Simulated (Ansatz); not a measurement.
# Quasiparticle gap of Cs2PbI2Cl2 (I4/mmm)

Wanted: the gap of Cs2PbI2Cl2 (I4/mmm) with a many-body correction, and the time that it takes.

Program: Ansatz 0.2.0. Level of theory: PBE, then G0W0 on it, plane waves, PAW. Results are calculated unless marked as measured.

### 1. Starting point

The structure is tetragonal, space group I4/mmm (No. 139). Conventional cell: a = 5.768 Å, b = 5.768 Å, c = 19.486 Å, α = 90.00°, β = 90.00°, γ = 90.00°. Nearest to Cs lie 4 Cl at 3.86 Å and 5 I at 3.94 to 4.13 Å. Nearest to Pb lie 4 Cl at 2.88 Å and 2 I at 3.24 Å. Nearest to I lie 1 Pb at 3.24 Å and 5 Cs at 3.94 to 4.13 Å. Nearest to Cl lie 2 Pb at 2.88 Å and 4 Cs at 3.86 Å. Farther neighbours and most contacts between anions are not listed.

The cell and positions are those that the Materials Project relaxed with its own functionals (PBE, PBE+U or r2SCAN), kept fixed. Spin-orbit coupling is left out unless a step names it.

### 2. Bands along the symmetry lines

Levels along a band path and on the mesh show where this functional puts the band edges.

This step: DFT, PBE, plane waves, PAW; PAW set soft_1.

input.yaml reads:

```yaml
crystal:
  lattice:
    - [-2.8838975, 2.8838975, 9.7428095]
    - [2.8838975, -2.8838975, 9.7428095]
    - [2.8838975, 2.8838975, -9.7428095]
  atoms:
    - { symbol: Cs, position: [0.368645, 0.368645, 0.0] }
    - { symbol: Cs, position: [0.631355, 0.631355, 0.0] }
    - { symbol: Pb, position: [0.0, 0.0, 0.0] }
    - { symbol: I, position: [0.166328, 0.166328, 0.0] }
    - { symbol: I, position: [0.833672, 0.833672, 0.0] }
    - { symbol: Cl, position: [0.5, 0.0, 0.5] }
    - { symbol: Cl, position: [0.0, 0.5, 0.5] }
kpoints:
  mp_grid: { grid: [6, 6, 6] }
  band_path:
    path:
      - [[0.0, 0.0, 0.0], [0.0, 0.0, 0.5], [0.25, 0.25, 0.25], [0.0, 0.5, 0.0], [0.0, 0.0, 0.0], [0.5, 0.5, -0.5], [0.27190439, 0.72809561, -0.27190439]]
      - [[-0.27190439, 0.27190439, 0.27190439], [0.0, 0.0, 0.0]]
      - [[0.0, 0.0, 0.5], [-0.04380879, 0.04380879, 0.5]]
      - [[0.5, 0.5, -0.04380879], [0.5, 0.5, -0.5]]
    npoints: 10
hamiltonian:
  xc: pbe
  pseudopotentials: { kind: paw, azcp: { folder: soft_1 } }
scf:
  occupations: { method: fermi_dirac, width: 0.02 }
  n_extra_bands: 6
output:
  eigenvalues: true
  forces: true
  stress: true
  write_density: true
  write_potential: true
  elf: true
  volumetric_format: npy
```

Started as:

```bash
ansatz run input.yaml --threads 2 --pin off --max-ram 92160MiB --backend cuda --events-out ev --progress --plain --runs-dir out --devices 1 --max-vram 13GiB
```

Numbers of over 12 decimals in the logs are rounded to 6 here.

What it wrote:

```text
basis.fft_grid_basis auto: the FFT boxes are laid along the combinations [[1, -1, 0], [0, 1, 0], [1, 0, 1]] of the cell's own vectors, 8.157, 10.562 and 5.768 Å long. The dense box has 60×72×40 points. Along the cell's own vectors, as sized, it would have 72×72×72, 2.16 times as many. Of the 16 symmetry operations that the crystal satisfies within crystal.symmetry.tolerance (time reversal apart; of a slab, those that [...]
scf.n_extra_bands = 6 over 40 filled bands (N_el = 80.0): the run solves 46 bands
GPUs: using 1 of 1 available (devices: 1).
Engine: ansatz 0.2.0, x86_64-unknown-linux-gnu
Pseudopotentials: kind: paw
Pseudopotential: Cs, paw, valence charge 9, recommended cutoff 420 eV (normal), soft_1/Cs.paw.azcp
Pseudopotential: Pb, paw, valence charge 14, recommended cutoff 420 eV (normal), soft_1/Pb.paw.azcp
Pseudopotential: I, paw, valence charge 17, recommended cutoff 420 eV (normal), soft_1/I.paw.azcp
Pseudopotential: Cl, paw, valence charge 7, recommended cutoff 420 eV (normal), soft_1/Cl.paw.azcp
Functional definition: PBE
  parameter kappa = 0.804
  parameter beta = 0.066725
  exchange = pbe_x(kappa = kappa, mu = beta*pi^2/3)
  correlation = pbe_c(beta = beta)
device memory: the entry about to start is reckoned to put 4.2 GiB on a device that reports 53.9 GiB free (of which the cap on the GPU budget leaves the run 13.0 GiB)
GPU FFT provider: cuFFT
GPU libraries: cuBLAS 13.8.2, cuFFT 12.4.0, cuSOLVER 12.3.4
Crystal: 7 atoms, lattice volume = 324.119 Å³
Basis set: ecut = 420 eV, 6401 PW (Γ), FFT grids on a1−a2, a2, a1+a3, exchange–correlation on 120×144×80 points (8 copies of the dense FFT grid, shifted against one another)
Bands: 46, of which v1, the nominal top of the filled ones, is band 40 counted from 1 (39 counted from 0)
Symmetry: 16 space group operations
Space group: I4/mmm (ITA 139), of the structure as read, at distance tolerance 6.9e-5 Å
k-points: 30 of 216
Non-local potential: Cs, projectors of the file, l = 0: 3, l = 1: 2, l = 2: 2, l = 3: 2
Non-local potential: Pb, projectors of the file, l = 0: 2, l = 1: 2, l = 2: 2, l = 3: 1
Non-local potential: I, projectors of the file, l = 0: 2, l = 1: 2, l = 2: 2, l = 3: 1
Non-local potential: Cl, projectors of the file, l = 0: 2, l = 1: 2, l = 2: 1
PAW form: soft (Blöchl's): semilocal exchange-correlation on the pseudo side does not see the compensation charge
PAW one-centre angular grid: Cs, 194 points (default); XC on 64 Gauss nodes
PAW one-centre angular grid: Pb, 590 points (default); XC on 64 Gauss nodes
PAW one-centre angular grid: I, 590 points (default); XC on 64 Gauss nodes
PAW one-centre angular grid: Cl, 110 points (default); XC on 64 Gauss nodes
Initial density: superposition of atomic densities (chi_scale 0.1, normalization cell, long waves kept (reshape's long-wave potential 0.20 eV rms))
Initial wavefunctions: pseudopotential atomic-orbital guess
GPU buffer pool allocated for 172800 grid points (all kernels)
GPU transforms: local potential and band sums: pruned to the plane-wave sphere, on 60×72×40
Functional: x = pbe(κ = 0.804, μ = 0.219515), c = pbe(β = 0.066725)
SCF iter   1: F=—  HF=-40449.169064 eV  |F-HF|=—  |Δ(HF+E_count)|=         —  Δρ=2.63e-2  dr2=8.61e0  ethr=3.10e-3  ⟨swp⟩=13.4  Hψ=7445  notcnv=0
preconditioner: auto → Resta (q_TF=auto, 2.161 Å⁻¹)  ε∞=2.9  [insulator: Δε(μ)=1.118 eV  Ē_g=11.062 eV  σ=0.020 eV  W_gap=1.00  n_scr=50 (ndim 8)  ℏωp=15.4 eV  f_vac=0.073  D(μ)=0.00/eV (n_scr^D=0)  ε∞_Penn≈2.9]
SCF iter   2: F=—  HF=-40446.583827 eV  |F-HF|=—  |Δ(HF+E_count)|=    2.59e0  Δρ=1.11e-2  dr2=1.79e0  ethr=3.10e-3  ⟨swp⟩=5.6  Hψ=2748  notcnv=0  defer=50
SCF iter   3: F=—  HF=-40445.855379 eV  |F-HF|=—  |Δ(HF+E_count)|=   7.28e-1  Δρ=3.66e-3  dr2=1.32e-1  ethr=2.24e-3  ⟨swp⟩=6.3  Hψ=2984  notcnv=0  defer=53
SCF iter   4: F=—  HF=-40445.818488 eV  |F-HF|=—  |Δ(HF+E_count)|=   3.69e-2  Δρ=1.45e-3  dr2=9.54e-3  ethr=1.66e-4  ⟨swp⟩=6.1  Hψ=3000  notcnv=0  defer=54
SCF iter   5: F=—  HF=-40445.821021 eV  |F-HF|=—  |Δ(HF+E_count)|=   2.53e-3  Δρ=4.65e-4  dr2=1.19e-3  ethr=1.19e-5  ⟨swp⟩=4.7  Hψ=2962  notcnv=0  defer=55
SCF iter   6: F=—  HF=-40445.821136 eV  |F-HF|=—  |Δ(HF+E_count)|=   1.16e-4  Δρ=1.35e-4  dr2=9.03e-5  ethr=1.48e-6  ⟨swp⟩=2.6  Hψ=2867  notcnv=0  defer=53
SCF iter   7: F=—  HF=-40445.821394 eV  |F-HF|=—  |Δ(HF+E_count)|=   2.58e-4  Δρ=2.83e-5  dr2=5.91e-6  ethr=1.13e-7  ⟨swp⟩=2.1  Hψ=2140  notcnv=0  defer=52
SCF iter   8: F=—  HF=-40445.821406 eV  |F-HF|=—  |Δ(HF+E_count)|=   1.17e-5  Δρ=9.70e-6  dr2=5.53e-7  ethr=7.38e-9  ⟨swp⟩=2.1  Hψ=2026  notcnv=0  defer=52
SCF iter   9: F=-40445.821408 eV  HF=-40445.821408 eV  |F-HF|=3.01e-8  |Δ(HF+E_count)|=   1.74e-6  Δρ=2.47e-6  dr2=1.93e-8  ethr=1.25e-10  ⟨swp⟩=27.4  Hψ=14495  notcnv=0
SCF 1 converged in 9 iterations: F = -40445.821408 eV  dr2 = 1.93e-8
  greatest PAW one-centre occupation: 0.999 electrons in one spin orbital (limit 2), on the I atom at site 4 (counted from 0), in its partial waves of l = 2
device memory: the entry about to start is reckoned to put 3.3 GiB on a device that reports 50.3 GiB free (of which the cap on the GPU budget leaves the run 13.0 GiB)
NSCF: frozen V_eff on 94 k-points
SCF converged after 9 iterations
Free energy (F): -40445.821408 eV
Harris-Foulkes:  -40445.821408 eV  (|F-HF|=3.01e-8)
Internal energy: -40445.821408 eV  (E = F + TS)
E sigma→0 (E₀):  -40445.821408 eV
Fermi energy:    4.117609 eV
--- Per-component energies (eV) ---
  E_band       = -1114.746021
  E_kinetic    = 1201.449068
  E_local      = -7939.356329  (includes V_loc(G=0)·N_el)
  E_nonlocal   = 644.638401
  E_hartree    = 3395.777659
  E_xc         = -997.320115
  E_vxc        = -869.817738  (∫ρ·V_xc dr)
  E_paw        = -31397.299260  (= ΣΔE_a)
  E_vpaw       = -943.211839  (= ΣTr[D̂ρ^β])
  E_aug_tail   = -0.004810  (compensation charges beyond the density's cutoff)
  E_ewald      = -5353.706020
  E_smearing   = -0.000000  (= −TS)
  E_closure    = -0.000000  (closes the sum)
  Σ components = -40445.821408   (vs F -40445.821408, Δ=0.00e0)
--- Forces (eV/Å), atoms counted from 1 ---
  atom   1  Cs    -0.00000000    -0.00000000    -0.00501477
  atom   2  Cs    -0.00000000    -0.00000000     0.00501477
  atom   3  Pb    -0.00000000    -0.00000000     0.00000000
  atom   4  I      0.00000000     0.00000000    -0.00633090
  atom   5  I      0.00000000     0.00000000     0.00633090
  atom   6  Cl     0.00000000     0.00000000     0.00000000
  atom   7  Cl    -0.00000000     0.00000000    -0.00000000
  max |Σ_I F_I| component: 3.47e-18 eV/Å
--- Stress (GPa, compression-positive) ---
       -0.050313       0.000000       0.000000
        0.000000      -0.050313      -0.000000
       -0.000000       0.000000      -0.009669
  P = ⅓ Tr σ = -0.0368 GPa (-0.368 kbar)
--- Band table (eV; the first three rows and the last of 30) ---
  k-point 0: bands = [... 36 lower, 2.1644, 2.1906, 2.3739, 2.3739, 6.8385, 7.1144, 7.8393, 7.9631, ... 2 higher]
  k-point 1: bands = [... 36 lower, 2.1216, 2.1354, 2.3361, 2.3522, 6.9323, 7.3818, 7.7276, 7.7594, ... 2 higher]
  k-point 2: bands = [... 36 lower, 2.0780, 2.2079, 2.2596, 2.5726, 6.2640, 6.2683, 6.5618, 8.2700, ... 2 higher]
  k-point 29: bands = [... 36 lower, 2.1969, 2.3367, 2.3367, 2.4712, 6.6489, 7.4733, 7.5605, 7.6410, ... 2 higher]
```

Run time: 13 s. Hardware: 1 × NVIDIA H100 80GB HBM3 (shared by 6 runs) with 2 threads of AMD EPYC 7R13 (Zen 3), shared host; peak memory 1.3 GiB.

In the SCF lines HF is the Harris–Foulkes energy and dr2 the Hartree energy of the density residual, in eV; the loop may stop once dr2 is under the threshold and the program's other checks hold. Hψ counts applications of the Hamiltonian.

Numbers from this step:

- pressure: -0.03677 GPa
- filled bands: 40
- gap: 2.518 eV
- valence top at: X
- conduction bottom at: X
- least direct gap: 2.518 eV

Over mesh and path the gap is 2.518 eV, direct, at k = (0.000, 0.000, 0.500).

The electronic bands at the labelled points (eV, zero at the top of the highest nominally filled band):

```
     point  band 37  band 38  band 39  band 40  band 41  band 42  band 43  band 44
         Γ    -0.69    -0.66    -0.48    -0.48     3.99     4.26     4.99     5.11
   halfway    -0.75    -0.72    -0.55    -0.41     3.90     4.14     4.16     4.99
         X    -0.80    -0.65    -0.50     0.00     2.52     2.62     3.51     5.64
   halfway    -0.83    -0.62    -0.52     0.00     2.53     2.60     3.51     5.65
         P    -0.87    -0.56    -0.56     0.00     2.57     2.57     3.50     5.68
   halfway    -0.84    -0.65    -0.60    -0.23     2.80     3.64     3.94     5.60
         N    -0.79    -0.73    -0.68    -0.29     3.04     3.80     5.19     5.51
   halfway    -0.73    -0.72    -0.57    -0.47     3.99     4.39     4.79     5.18
         Γ    -0.69    -0.66    -0.48    -0.48     3.99     4.26     4.99     5.11
   halfway    -0.67    -0.50    -0.50    -0.49     3.79     4.53     4.73     5.11
         M    -0.66    -0.52    -0.52    -0.38     3.80     4.62     4.71     4.79
   halfway    -0.68    -0.60    -0.59    -0.36     3.77     4.45     5.04     5.13
         S    -0.72    -0.72    -0.69    -0.31     3.10     3.79     5.18     5.49
jump to S0    -0.72    -0.72    -0.69    -0.31     3.10     3.79     5.18     5.49
   halfway    -0.75    -0.73    -0.58    -0.47     4.05     4.23     4.78     5.22
         Γ    -0.69    -0.66    -0.48    -0.48     3.99     4.26     4.99     5.11
 jump to X    -0.80    -0.65    -0.50     0.00     2.52     2.62     3.51     5.64
   halfway    -0.80    -0.65    -0.50    -0.01     2.53     2.64     3.51     5.64
         R    -0.80    -0.65    -0.50    -0.04     2.58     2.70     3.51     5.62
 jump to G    -0.80    -0.65    -0.50    -0.04     2.58     2.70     3.51     5.62
   halfway    -0.76    -0.70    -0.51    -0.37     3.67     4.23     4.38     5.28
         M    -0.66    -0.52    -0.52    -0.38     3.80     4.62     4.71     4.79
```

Valence density in the ac plane of the conventional cell at fractional y = 0.000, with atoms of Cs and Pb and I and Cl within 0.2 Å of it. It is the smooth field of the valence electrons, not physical close to the nuclei.

Ten steps, logarithmic in the rise over the least value, from '_' (0.00 × 1e0 e/Å³) to '@' (9.73 × 1e0 e/Å³), each cell a mean:
```
%%##++::::--++++++++==::::--**##
--::....__....::::::..____..::--
==--::..________________..::--==
@@%%++--..____________..::==##@@
@@##==--..____________..::--**%%
--::::..__________________..::--
..____________________________..
====--..________________..::--==
::==++--..______________::==++--
==++==::..______________..--====
::::..____..::------::..__....::
________..--++++++**==::..______
________..--++++++++==::..______
----::..__....::::::..____..::--
==++==--..______________::==++==
--++==--..______________::==++==
----::..__________________..::--
..____________________________..
==--::..________________..::----
@@%%++--..____________..::==##@@
@@##==--..____________..::--**%%
----::..________________....::--
==--::......::------::......--==
%%##++--::--++++++++==--::==**%%
```
Columns run along a (5.8 Å), rows up along c (19.5 Å), edges of the conventional cell, whose origin can differ from the input's. Atoms in or near the plane, at fractional coordinates: Cs at (0.00, 0.37), Cs at (0.00, 0.63), Pb at (0.00, 0.00), I at (0.00, 0.17), I at (0.00, 0.83), Cl at (0.50, 0.50), Cl at (0.50, 0.00).

Electrostatic potential energy in the ac plane of the conventional cell at fractional y = 0.000, with atoms of Cs and Pb and I and Cl within 0.2 Å of it. With pseudopotentials it is smooth inside the atoms' cores, unlike the true potential.

Ten even steps from '0' (-35 eV) to '9' (8 eV), each cell a mean:
```
0037984113798610
7889999999999987
5789999999999976
5228999999999514
3148999999999622
8899999999999998
9999999999999999
5678999999999865
3347899999998533
3357999999998643
8899999889999988
9999983001699999
9999985113799999
7789999999999887
3347999999998633
3347999999998533
6789999999999876
9999999999999999
6789999999999986
5238999999999514
3148999999999623
7899999999999987
5689999889999876
0027883001688500
```
Columns run along a (5.8 Å; values clipped at the 3rd and 97th percentile), rows up along c (19.5 Å), edges of the conventional cell, whose origin can differ from the input's. Atoms in or near the plane, at fractional coordinates: Cs at (0.00, 0.37), Cs at (0.00, 0.63), Pb at (0.00, 0.00), I at (0.00, 0.17), I at (0.00, 0.83), Cl at (0.50, 0.50), Cl at (0.50, 0.00).

[end of part 1 of 2]

[Paths, hosts, dates, memory and timing lines, banners, echoed tables and standing remarks are left out of the program output.]

[Logs are printed without paths, hosts, clocks, repeated set-up lines and the standing remarks that a program may print on its own settings, such as how far it seeks lower states.]

[Runs of the session that timed out or met a known fault of the program may be left out.]

[Cells called generated may have been cut or substituted from an entry of the Crystallography Open Database or the Materials Project.]

[Hosts, paths, dates, database ids (printed as entryN), source tags and the programs' standing remarks are cut or masked in the printed files.]

[Where an RPA ε∞ is given, it is that of the G0W0 mesh and is not shown converged in it. Names of k-points follow the symmetry that the program found, which can be lower than the space group named. Band edges on a path are those of the sampled points; other points can move an edge, and change direct to indirect where valleys lie close.]

[Hybrid gaps are those of their k-mesh and are not shown converged in it.]
